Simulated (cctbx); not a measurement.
# Diagnosing a refinement

Cell a = 12.4370 Å, b = 9.3490 Å, c = 8.9320 Å, α = 90.00°, β = 90.00°, γ = 90.00°; space group Pnma (no. 62).

The data are simulated with cctbx, not measured: synchrotron X-rays, λ = 0.7749 Å, to d = 0.75 Å, 70 % of the full sphere, strongest reflection 5000 counts, noise from counting, a 4 % proportional error and a noise floor of 8 counts (s.d.); no absorption, and some extinction, which the refinements don't model.

An anisotropic refinement with weights 1/σ² prints:

```text
Rint 0.099, 1367 unique reflections to 0.75 A
cycle     R1     wR2    GooF  max shift (A)
   1  0.3604  0.6343   8.887   0.02483
   3  0.3563  0.6245   8.751   0.00018
final R1 0.3563 wR2 0.6245 GooF 8.751  parameters 39  data/parameter 35.1
atom        x        y        z      Ueq    occ   su(xyz)  su(Uiso or U11)
Bi1    0.98288  0.75000  0.47497   0.0028  1.000  0.00090  0.0028  NPD
Ba1    0.32112  0.49358  0.38456   0.0100  1.000  0.00109  0.0039
Te1    0.50651  0.75000  0.45877   0.0046  1.000  0.00134  0.0054
Te2    0.72376  0.75000  0.88321   0.0069  1.000  0.00160  0.0061
Te3    0.78033  0.75000  0.37781   0.0074  1.000  0.00157  0.0058
Ni1    0.91198  0.75000  0.82517   0.0094  1.000  0.00279  0.0109  NPD
difference map: max 149.31 min -29.19 rms 7.15
Q1    0.0487  0.0473  0.3196    8  161.47  2.35 A from Ni1
Q2    0.0225  0.2500  0.5235    4   53.56  0.07 A from Bi1
Q3    0.9959  0.2500  0.9724    4   34.29  0.13 A from Te1
Q4    0.2270  0.7500  0.6270    4   33.44  0.10 A from Te2
Q5    0.1854  0.5169  0.8846    8   30.24  0.13 A from Ba1
Q6    0.0555  0.5493  0.8119    8   26.87  1.71 A from Ba1
```

Q: Accept it or mend it, and why?

Mend it. The fault: an atom left out, Te at (0.0486, 0.4534, 0.3177). Against the right model at the same level, R1 goes from 0.0340 to 0.3563 and GooF from 0.93 to 8.75, the top difference peak, 161.5 e/Å³, lies 2.35 Å from Ni1 and Bi1 and Ni1 go non-positive-definite. Q1 is the missing atom. With scattering power missing, scale and phases suffer, so peaks may also grow on the heavy atoms.

The compound is Ba2NiBiTe5. The right model at the same level gives:

```text
Rint 0.099, 1367 unique reflections to 0.75 A
cycle     R1     wR2    GooF  max shift (A)
   1  0.0355  0.0691   0.971   0.00083
   2  0.0340  0.0662   0.931   0.00000
final R1 0.0340 wR2 0.0662 GooF 0.931  parameters 48  data/parameter 28.5
atom        x        y        z      Ueq    occ   su(xyz)  su(Uiso or U11)
Bi1    0.98348  0.75000  0.47427   0.0065  1.000  0.00008  0.0003
Ba1    0.32033  0.49339  0.38440   0.0125  1.000  0.00009  0.0004
Te1    0.50707  0.75000  0.46144   0.0086  1.000  0.00012  0.0005
Te2    0.72319  0.75000  0.88076   0.0126  1.000  0.00015  0.0006
Te3    0.78143  0.75000  0.37802   0.0118  1.000  0.00014  0.0006
Te4    0.04860  0.45322  0.31760   0.0095  1.000  0.00009  0.0004
Ni1    0.91380  0.75000  0.82623   0.0156  1.000  0.00030  0.0012
difference map: max 4.26 min -3.71 rms 0.94
Q1    0.0488  0.7500  0.2401    4    4.98  1.87 A from Te1
Q2    0.0987  0.7500  0.7875    4    4.21  2.16 A from Te2
Q3    0.0008  0.2500  0.3425    4    3.81  1.65 A from Bi1
Q4    0.1599  0.6535  0.0034    8    3.71  1.75 A from Ba1
Q5    0.1872  0.2500  0.1129    4    3.66  1.12 A from Te2
Q6    0.1945  0.6906  0.6435    8    3.59  0.69 A from Te2
```

The model was made for the exercise: a known structure type with other elements put in, its volume estimated, not relaxed; displacement parameters are assumed.

[Middle refinement cycles are left out of these outputs.]

[Logs are printed without paths, hosts, clocks, repeated set-up lines and the standing remarks that a program may print on its own settings, such as how far it seeks lower states.]
